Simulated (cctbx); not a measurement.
# GdTmSb4: precision against data quality

Space group C2/m (no. 12), a = 5.9430 Å, b = 6.3230 Å, c = 17.9230 Å, α = 90.00°, β = 91.18°, γ = 90.00°.

| atom | mult. | x | y | z | Ueq (Å²) |
| --- | --- | --- | --- | --- | --- |
| Tm1 | 4 | 0.8555 | 0 | 0.6144 | 0.0130 |
| Gd1 | 4 | 0.6363 | 0 | 0.1073 | 0.0126 |
| Sb1 | 4 | 0.8649 | 0 | 0.9364 | 0.0095 |
| Sb2 | 4 | 0.6342 | 0 | 0.4398 | 0.0101 |
| Sb3 | 8 | 0.6377 | 0.7511 | 0.7535 | 0.0103 |

The model was made for the exercise: a known structure type with other elements put in, its volume estimated, not relaxed; displacement parameters are assumed.

Five simulated data sets (cctbx; Ag Kα, λ = 0.56087 Å; 3 % proportional error) differ in resolution or exposure (noise floor 2 counts in the first three, 8 in the last two). Each is refined with the right model, isotropic at 1.1 Å and anisotropic otherwise. How do the figures of merit and the uncertainties move?

| d min (Å) | top counts | ⟨I/σ⟩ (unmerged, absences included) | unique | param. (scale apart) | Rint | R1 | GooF | largest s.u. xyz (fractional) | s.u. U of Sb1 (Å²) | largest error (Å) |
| --- | --- | --- | --- | --- | --- | --- | --- | --- | --- | --- |
| 1.1 | 40000 | 10.0 | 268 | 16 | 0.022 | 0.0155 | 1.25 | 0.00016 | 0.0004 | 0.0022 |
| 0.84 | 40000 | 9.4 | 580 | 33 | 0.024 | 0.0134 | 0.95 | 0.00007 | 0.0002 | 0.0008 |
| 0.6 | 40000 | 7.3 | 1598 | 33 | 0.026 | 0.0172 | 0.94 | 0.00004 | 0.0001 | 0.0006 |
| 0.75 | 300 | 0.5 | 823 | 33 | 0.398 | 0.1294 | 0.94 | 0.00222 | 0.0048 | 0.0245 |
| 0.75 | 3000 | 2.5 | 823 | 33 | 0.079 | 0.0461 | 0.94 | 0.00034 | 0.0009 | 0.0035 |

The number of reflections grows roughly as 1/d³: 268, 580 and 1598 here. R1 follows the noise rather than the truth: at 300 counts it is 0.1294, at 3000 counts 0.0461, while GooF is 0.94 and 0.94: the weights 1/σ² carry the noise. The s.u. of U (U11 where anisotropic) for Sb1 goes 0.0004, 0.0002, 0.0001 Å² with resolution and 0.0048, 0.0009 Å² with exposure.

The 1.1 Å row also differs in its displacement model, so it isn't a clean test of resolution.

Hardware for the 0.6 Å refinement: 0.56 s on 1 thread of Arm Neoverse N1, on a shared host, peak memory 0.09 GiB.
